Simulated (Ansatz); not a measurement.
# What SbP (model cell, started as NiAs type) distorts into

Wanted: the energy along a soft mode of SbP (model cell, started as NiAs type) and the structure at the end.

Method: DFT r2SCAN, scalar-relativistic, plane waves, PAW, in Ansatz 0.2.0.

The structure was built from a prototype and need not be the compound's stable phase.

### 1. The starting structure

The structure is hexagonal, space group P6_3/mmc (No. 194). Conventional cell: a = 3.810 Å, b = 3.810 Å, c = 7.138 Å, α = 90.00°, β = 90.00°, γ = 120.00°. Nearest to Sb lie 6 P at 2.83 Å. P has 6 Sb at 2.83 Å nearest. Farther neighbours are not listed.

### 2. The dispersion

The cell comes from relaxations at this level that are not shown. The mesh has a single point along some directions, so zone-edge points there are not solved. Linear response on a 2×2×1 q mesh gives force constants as far as a supercell of that size would.

Input file input.yaml:

```yaml
crystal:
  lattice:
    - [3.8101862182, 2.9157e-06, 0.0]
    - [-1.9050956341, 3.2997166003, 0.0]
    - [0.0, 0.0, 7.137504629]
  atoms:
    - { symbol: Sb, position: [0.0, 0.0, 0.0] }
    - { symbol: Sb, position: [0.0, 0.0, 0.5] }
    - { symbol: P, position: [0.3333333333, 0.6666666667, 0.25] }
    - { symbol: P, position: [0.6666666667, 0.3333333333, 0.75] }
kpoints:
  mp_grid: { grid: [12, 12, 6] }
hamiltonian:
  xc: r2scan
scf:
  occupations: { method: methfessel_paxton, width: 0.2 }
output:
  eigenvalues: true
phonons:
  method: dfpt
  qmesh: [2, 2, 1]
  temperatures: { t_max: 1000, t_step: 50 }
  qpath:
    path:
      - [[0.0, 0.0, 0.0], [0.5, 0.0, 0.0], [0.33333333, 0.33333333, 0.0], [0.0, 0.0, 0.0], [0.0, 0.0, 0.5], [0.5, 0.0, 0.5], [0.33333333, 0.33333333, 0.5], [0.0, 0.0, 0.5]]
      - [[0.5, 0.0, 0.5], [0.5, 0.0, 0.0]]
      - [[0.33333333, 0.33333333, 0.5], [0.33333333, 0.33333333, 0.0]]
    npoints: 10
```

The run is started by

```bash
$ ansatz run input.yaml --threads 4 --pin off --max-ram 7168MiB --backend cpu --events-out ev --progress --plain --runs-dir out
```

Numbers of over 12 decimals in the logs are rounded to 6 here.

The program printed:

```text
Engine: ansatz 0.2.0, aarch64-unknown-linux-gnu
Pseudopotentials: kind: paw
Pseudopotential: Sb, paw, valence charge 15, recommended cutoff 500 eV (meta_gga), Sb.paw.azcp
Pseudopotential: P, paw, valence charge 5, recommended cutoff 500 eV (meta_gga), P.paw.azcp
Functional definition: r2SCAN
  parameter k0 = 0.174
  parameter k1 = 0.065
  parameter a1 = 4.9479
  exchange = r2scan_x(k0 = k0, k1 = k1, a1 = a1)
  correlation = r2scan_c
Crystal: 4 atoms, lattice volume = 89.737 Å³
Basis set: ecut = 500 eV, 2229 PW (Γ), exchange–correlation on 150×150×270 points (125 copies of the dense FFT grid, shifted against one another)
Bands: 24, of which v1, the nominal top of the filled ones, is band 20 counted from 1 (19 counted from 0)
Symmetry: 24 space group operations
k-points: 242 of 864 (irreducible under 2 space group operations, time reversal used)
Non-local potential: Sb, projectors of the file, l = 0: 2, l = 1: 2, l = 2: 2, l = 3: 2
Non-local potential: P, projectors of the file, l = 0: 2, l = 1: 2, l = 2: 2
PAW form: soft (Blöchl's): semilocal exchange-correlation on the pseudo side does not see the compensation charge
PAW frozen core: Sb, regenerated for the run's functional (the file was generated under x = pbe(κ = 0.804, μ = 0.219515), c = pbe(β = 0.066725))
PAW frozen core: P, regenerated for the run's functional (the file was generated under x = pbe(κ = 0.804, μ = 0.219515), c = pbe(β = 0.066725))
PAW one-centre angular grid: Sb, 590 points (default); XC on 160 Gauss nodes
PAW one-centre angular grid: P, 302 points (default); XC on 160 Gauss nodes
Initial density: superposition of atomic densities (neutral atoms: chi_scale 0, normalization atom), corrected by the library's trained network
Initial wavefunctions: pseudopotential atomic-orbital guess
Functional: x = r2scan, c = r2scan; τ floored in thin density (d = 2e-4 eV/Å³)
SCF iter   1: F=—  HF=-14515.342781 eV  |F-HF|=—  |Δ(HF+E_count)|=         —  Δρ=5.18e-3  dr2=1.64e-2  dr2_τ=4.34e-3  ethr=1.77e-3  ⟨swp⟩=6.6  Hψ=28202  notcnv=0
preconditioner: auto → Kerker (q_TF=auto, 2.385 Å⁻¹)  [metal: Δε(μ)=0.058 eV  Ē_g=8.160 eV  σ=0.200 eV  W_gap=0.24  n_scr=22 (ndim 8)  ℏωp=17.5 eV  f_vac=0.000  D(μ)=1.24/eV (n_scr^D=2)]
SCF iter   2: F=—  HF=-14515.377526 eV  |F-HF|=—  |Δ(HF+E_count)|=   3.47e-2  S|Δr|=    0.00e0  Δρ=2.49e-3  dr2=3.03e-3  dr2_τ=1.69e-4  ethr=4.10e-5  ⟨swp⟩=2.3  Hψ=13076  notcnv=0
SCF iter   3: F=—  HF=-14515.378416 eV  |F-HF|=—  |Δ(HF+E_count)|=   8.90e-4  S|Δr|=    0.00e0  Δρ=1.02e-3  dr2=5.88e-4  dr2_τ=2.45e-5  ethr=7.57e-6  ⟨swp⟩=1.5  Hψ=6107  notcnv=0
SCF iter   4: F=—  HF=-14515.378582 eV  |F-HF|=—  |Δ(HF+E_count)|=   1.67e-4  S|Δr|=    0.00e0  Δρ=1.56e-4  dr2=2.18e-5  dr2_τ=1.57e-6  ethr=1.47e-6  ⟨swp⟩=2.9  Hψ=8824  notcnv=0
SCF iter   5: F=—  HF=-14515.378586 eV  |F-HF|=—  |Δ(HF+E_count)|=   3.61e-6  S|Δr|=    0.00e0  Δρ=6.00e-5  dr2=3.90e-6  dr2_τ=2.96e-8  ethr=5.45e-8  ⟨swp⟩=2.6  Hψ=8249  notcnv=0
SCF iter   6: F=—  HF=-14515.378586 eV  |F-HF|=—  |Δ(HF+E_count)|=   8.67e-8  S|Δr|=    0.00e0  Δρ=8.98e-6  dr2=9.39e-8  dr2_τ=2.74e-8  ethr=9.76e-9  ⟨swp⟩=2.0  Hψ=8098  notcnv=0
SCF iter   7: F=—  HF=-14515.378586 eV  |F-HF|=—  |Δ(HF+E_count)|=   1.54e-8  S|Δr|=    0.00e0  Δρ=3.53e-6  dr2=1.48e-8  dr2_τ=3.14e-10  ethr=2.35e-10  ⟨swp⟩=2.1  Hψ=8451  notcnv=0
SCF iter   8: F=—  HF=-14515.378586 eV  |F-HF|=—  |Δ(HF+E_count)|=  1.93e-10  S|Δr|=    0.00e0  Δρ=5.93e-7  dr2=4.91e-10  dr2_τ=1.18e-11  ethr=3.69e-11  ⟨swp⟩=2.3  Hψ=10750  notcnv=0
SCF iter   9: F=—  HF=-14515.378586 eV  |F-HF|=—  |Δ(HF+E_count)|=  9.28e-11  S|Δr|=    0.00e0  Δρ=1.95e-7  dr2=3.23e-11  dr2_τ=3.44e-13  ethr=1.23e-12  ⟨swp⟩=2.2  Hψ=8259  notcnv=0
SCF iter  10: F=-14515.378586 eV  HF=-14515.378586 eV  |F-HF|=1.09e-11  |Δ(HF+E_count)|=  1.29e-10  S|Δr|=    0.00e0  Δρ=3.01e-8  dr2=7.77e-13  dr2_τ=3.59e-14  ethr=1.00e-12  ⟨swp⟩=9.6  Hψ=34452  notcnv=0
SCF 1 converged in 10 iterations: F = -14515.378586 eV  dr2 = 7.77e-13
  greatest PAW one-centre occupation: 0.994 electrons in one spin orbital (limit 2), on the Sb atom at site 0 (counted from 0), in its partial waves of l = 2
phonons: the bands overlap, so this run is a metal and interpolates without the dipole-dipole term. If the crystal is really an insulator or semiconductor, its LO-TO splitting is missing
DFPT response loops at Γ: preconditioner auto → Kerker (q_TF=auto, 2.385 Å⁻¹) (partly filled bands, converged f_vac=0.000); β = 1.00, the filter's whole step (`scf.mixing.beta` (0.50) is not read by the response loops under this deck's `scf.mixing.preconditioner`; to damp them name `kerker` or `kerker_dos`, under which they read `scf.mixing.beta`, and type it under 1.00, their step now; both keys bind the ground state too); Broyden in place of MSR1
NSCF: frozen V_eff on 76 k-points
NSCF: frozen V_eff on 872 k-points
DFPT response loops at q = (0, -0.5, 0) (fractional): mixed as the last ones told, above
SCF converged after 10 iterations
Stability not checked: this state was not tested for a lower state beside it, because cold or Methfessel-Paxton smearing, or corrected tetrahedra, fill the levels in a way that the test cannot read (fill_not_monotonic; see scf.lower_state_search)
Free energy (F): -14515.378586 eV
Harris-Foulkes:  -14515.378586 eV  (|F-HF|=1.09e-11)
Internal energy: -14515.381162 eV  (E = F + TS)
E sigma→0 (E₀):  -14515.379230 eV
Entropy (-TS):   0.002576 eV (0.644 meV/atom)
Fermi energy:    10.226023 eV
--- Per-component energies (eV) ---
  E_band       = -319.340426
  E_kinetic    = 549.443390
  E_local      = -3294.679920  (includes V_loc(G=0)·N_el)
  E_nonlocal   = 791.866434
  E_hartree    = 1487.513917
  E_xc         = -370.318482
  E_vxc        = -334.305790  (∫ρ·V_xc dr)
  E_paw        = -10353.937388  (= ΣΔE_a)
  E_vpaw       = -1026.400889  (= ΣTr[D̂ρ^β])
  E_aug_tail   = -0.000000  (compensation charges beyond the density's cutoff)
  E_vtau       = 19.708480  (kinetic-family band-sum trace: ∫τ·v_τ [+ j·A + Jᵃ·Aᵃ] dr)
  E_ewald      = -3326.099503
  E_core_change = 0.830390  (= ΣΔE_core)
  E_smearing   = 0.002576  (= −TS)
  E_closure    = -0.000000  (closes the sum)
  Σ components = -14515.378586   (vs F -14515.378586, Δ=0.00e0)
--- Band table (eV; the first three rows and the last of 242) ---
  k-point 0: bands = [... 16 lower, 8.4115, 9.4138, 9.4138, 11.0572, 11.9324, 11.9324, 12.7544, 12.8872]
  k-point 1: bands = [... 16 lower, 8.4685, 9.3346, 9.3346, 10.8656, 11.9635, 11.9635, 12.7819, 12.7819]
  k-point 2: bands = [... 16 lower, 8.8124, 9.1281, 9.1281, 10.3830, 12.0732, 12.0732, 12.5370, 12.5370]
  k-point 241: bands = [... 16 lower, 6.3197, 6.3197, 8.7971, 8.7971, 10.1279, 10.1279, 14.0810, 14.0810]
--- Phonons (Γ-DFPT): 4 representative perturbations + reference, on 242 of 864 k-points (Σ response iterations 31) ---
  k mesh reduced under 2 symmetry operations, with k and −k counted as one. Each operation leaves every solved perturbation unchanged. A smaller set is not considered because the functional reads the kinetic-energy density
  ASR residual: 1.885e-4 → 0.000e0 eV/Å²; symmetrization residual: 6.109e-5 eV/Å²
  ASR residual per site (eV/Å²): 6.21e-5 6.21e-5 1.89e-4 1.89e-4
  Γ frequencies (cm⁻¹): -214.99 0.00 0.00 0.00 41.70 41.70 144.41 144.41 185.23 191.80 191.80 217.44
--- Phonons (arbitrary-q DFPT): 2 irreducible q on the 2×2×1 mesh ---
  q = [0.0000, 0.0000, 0.0000] (star 1, of the zone-centre solve; hermiticity 1.25e-5, symmetrization 6.25e-6): -214.99 -0.00 0.00 0.00 41.70 41.70 144.41 144.41 185.23 191.80 191.80 217.44
  q = [0.0000, -0.5000, 0.0000] (star 3, 6 solved perturbations in 1878 linear systems a pass and spin channel, the states on 436 of 864 k-point pairs; hermiticity 8.25e-6, symmetrization 8.44e-9): -169.39 31.26 49.72 82.99 95.06 99.62 145.95 148.55 194.10 209.82 215.59 225.68
  sum rule: each row above includes the acoustic sum rule's correction from the zone centre's row sums; it moved no ω² by more than (1.29 cm⁻¹)²
  mesh force constants: q→R imaginary residual 2.63e-17; ASR residual 1.885e-4 → 0.000e0 eV/Å²; symmetrization residual 4.441e-15 eV/Å²
  interpolated dispersion: 93 rows × 12 modes
  density of states and harmonic sums: on the 20×20×9 q-mesh, interpolated from the force constants of a 2×2×1 supercell (no non-analytic term)
  largest difference from the sums on the solved wave vectors: F 1.26e-1 eV, S 1.82e-4 and C_V 6.68e-5 eV/K
  zero-point energy: 0.087591 eV/cell   skipped modes (ω ≤ 0): 245, of them read as no rigid motion or as one in doubt: 242 (1.098e0 modes/cell left out, lowest -214.99 cm⁻¹)   left out of the sums: 9.16e-2 of the cell's modes: C_V's classical limit lies that fraction below 3 k_B per atom; for a crystal, a wire or a layer, F and S can be off by more, and a phonons.interpolated_qmesh denser along its periods is the remedy for the sampling
```

Wall time 19 min (4 threads of Arm Neoverse V1, shared host); peak memory 4.1 GiB; 74 min of CPU time.

Numbers from this step:

- volume per atom: 22.43 Å³
- gap on the k-mesh: 0 eV
- sum-rule residual before enforcement: 1.89e-4 eV/Å²
- point group: 6/mmm
- highest optical mode at the zone centre (no LO-TO term): 217.4 cm⁻¹
- lowest optical zone-centre mode: -215.0 cm⁻¹
- lowest mode on the q mesh (acoustic modes at Γ apart): -215.0 cm⁻¹
- highest frequency at a solved wavevector (no LO-TO term at Γ): 225.7 cm⁻¹

Frequencies (cm⁻¹) solved at each irreducible wavevector; negative means imaginary. Frequencies by wavevector, by row:

| q in reciprocal lattice units | star | mode 1 | mode 2 | mode 3 | mode 4 | mode 10 | mode 11 | mode 12 |
| --- | --- | --- | --- | --- | --- | --- | --- | --- |
| 0 0 0 | 1 | -215 | 0 | 0 | 0 | 191.8 | 191.8 | 217.4 |
| 0 -0.5 0 | 3 | -169.4 | 31.3 | 49.7 | 83 | 209.8 | 215.6 | 225.7 |

Symmetry leaves 2 wavevectors to solve. The lowest mode among them, the acoustic zeros apart, lies at Γ and is imaginary, 215.0i cm⁻¹, so the energy falls along it.

### 3. The mode frozen in, largest atomic shift 0 Å

The mode followed lies at Γ with frequency 215.0i cm⁻¹, the softest among the wavevectors solved. At small amplitude the distorted cell has space group no. 186 by a symmetry search on the positions. The undistorted cell that holds it gives the zero of energy on the same k mesh.

input.yaml, the sections that differ from step 2:

```yaml
output:
  forces: true
  stress: true
  eigenvalues: true
# crystal, kpoints, hamiltonian, scf: as in step 2
# phonons: removed
```

The program printed:

```text
[...]
Crystal: 4 atoms, lattice volume = 89.737 Å³
Basis set: ecut = 500 eV, 2229 PW (Γ), exchange–correlation on 120×120×216 points (64 copies of the dense FFT grid, shifted against one another)
Bands: 24, of which v1, the nominal top of the filled ones, is band 20 counted from 1 (19 counted from 0)
Symmetry: 24 space group operations
[...]
k-points: 76 of 864
[...]
--- Band table (eV; the first three rows and the last of 76) ---
  k-point 0: bands = [... 16 lower, 8.4114, 9.4137, 9.4137, 11.0571, 11.9323, 11.9323, 12.7542, 12.8871]
  k-point 1: bands = [... 16 lower, 8.4684, 9.3346, 9.3346, 10.8655, 11.9634, 11.9634, 12.7818, 12.7818]
  k-point 2: bands = [... 16 lower, 8.8123, 9.1281, 9.1281, 10.3829, 12.0732, 12.0732, 12.5370, 12.5370]
  k-point 75: bands = [... 16 lower, 7.0910, 7.0910, 8.0679, 8.0679, 9.3300, 9.3300, 14.8091, 14.8091]
[key lines of the parts left out:]
SCF converged after 6 iterations
Free energy (F): -14515.378586 eV
Fermi energy:    10.225936 eV
P = ⅓ Tr σ = 0.0009 GPa (0.009 kbar)
```

Elapsed: 6 s, on 4 threads; peak memory 0.68 GiB.

Numbers from this step:

```yaml
pressure: 9.43e-4 GPa
energy_from_the_undistorted_cell: 0 meV/atom
```

The run ends at a pressure of 0.00 GPa.

### 4. The mode frozen in, largest atomic shift 0.32 Å

The atoms are moved along the unstable eigenvector, the largest shift by 0.32 Å, with the cell fixed.

input.yaml, the sections that differ from step 3:

```yaml
crystal:
  lattice:
    - [3.8101862182, 2.9157e-06, 0.0]
    - [-1.9050956341, 3.2997166003, 0.0]
    - [0.0, 0.0, 7.137504629]
  atoms:
    - { symbol: Sb, position: [0.0, 0.0, 0.0114049371] }
    - { symbol: Sb, position: [0.0, 0.0, 0.5114049371] }
    - { symbol: P, position: [0.3333333333, 0.6666666667, 0.2051664039] }
    - { symbol: P, position: [0.6666666667, 0.3333333333, 0.7051664039] }
# kpoints, hamiltonian, scf, output: as in step 3
```

The program printed:

```text
[...]
Crystal: 4 atoms, lattice volume = 89.737 Å³
Basis set: ecut = 500 eV, 2229 PW (Γ), exchange–correlation on 120×120×216 points (64 copies of the dense FFT grid, shifted against one another)
Bands: 24, of which v1, the nominal top of the filled ones, is band 20 counted from 1 (19 counted from 0)
Symmetry: 12 space group operations
[...]
--- Band table (eV; the first three rows and the last of 76) ---
  k-point 0: bands = [... 16 lower, 8.0816, 8.8092, 8.8092, 10.7994, 12.1838, 12.1838, 12.7502, 12.7566]
  k-point 1: bands = [... 16 lower, 8.1269, 8.7577, 8.7577, 10.6790, 12.1860, 12.1860, 12.6816, 12.6816]
  k-point 2: bands = [... 16 lower, 8.6182, 8.6182, 9.0538, 10.3396, 12.2227, 12.2227, 12.5085, 12.5086]
  k-point 75: bands = [... 16 lower, 7.3201, 7.3201, 7.5864, 7.5864, 10.3148, 10.3148, 14.9056, 14.9056]
[key lines of the parts left out:]
SCF converged after 7 iterations
Free energy (F): -14515.613530 eV
Fermi energy:    10.673520 eV
P = ⅓ Tr σ = 6.4662 GPa (64.662 kbar)
```

Elapsed: 9.8 s, on 4 threads; peak memory 0.59 GiB; 38 s of CPU time.

Numbers from this step:

```yaml
pressure: 6.466 GPa
energy_from_the_undistorted_cell: -58.59 meV/atom
```

The energy, extrapolated to zero smearing, is -58.59 meV/atom against the undistorted cell.

The run ends at a pressure of 6.47 GPa, with forces up to 0.12 eV/Å.

### 5. Energy along the mode, all amplitudes (two of the runs are shown above)

An imaginary frequency means negative curvature, so the energy should fall and then rise again as anharmonic terms take over.

Numbers from this step:

```yaml
depth_at_the_lowest_point_sampled: 58.59 meV/atom
largest_atomic_shift_at_that_point: 0.32 Å
```

The energy from the parent by largest atomic shift:

| largest atomic shift (Å) | energy from the parent (meV/atom) |
| --- | --- |
| 0.000 | 0 |
| 0.040 | -2.62 |
| 0.080 | -9.80 |
| 0.140 | -25.5 |
| 0.220 | -48.2 |
| 0.320 | -58.6 |
| 0.450 | -4.38 |
| 0.600 | 194 |

Displacement at unit largest shift by atom:

| atom | x (Å) | y (Å) | z (Å) | size |
| --- | --- | --- | --- | --- |
| Sb1 | 0.00 | 0.00 | 0.25 | 0.25 |
| Sb2 | 0.00 | 0.00 | 0.25 | 0.25 |
| P3 | 0.00 | 0.00 | -1.00 | 1.00 |
| P4 | 0.00 | 0.00 | -1.00 | 1.00 |

The lowest of the steps tried is at 0.32 Å, 58.6 meV/atom below the parent; the bottom of the well need not coincide with a step.

[end of part 1 of 3]

[Logs are printed without paths, hosts, clocks, repeated set-up lines and the standing remarks that a program may print on its own settings, such as how far it seeks lower states.]

[Hosts, paths, dates, database ids (printed as entryN), source tags and the programs' standing remarks are cut or masked in the printed files.]
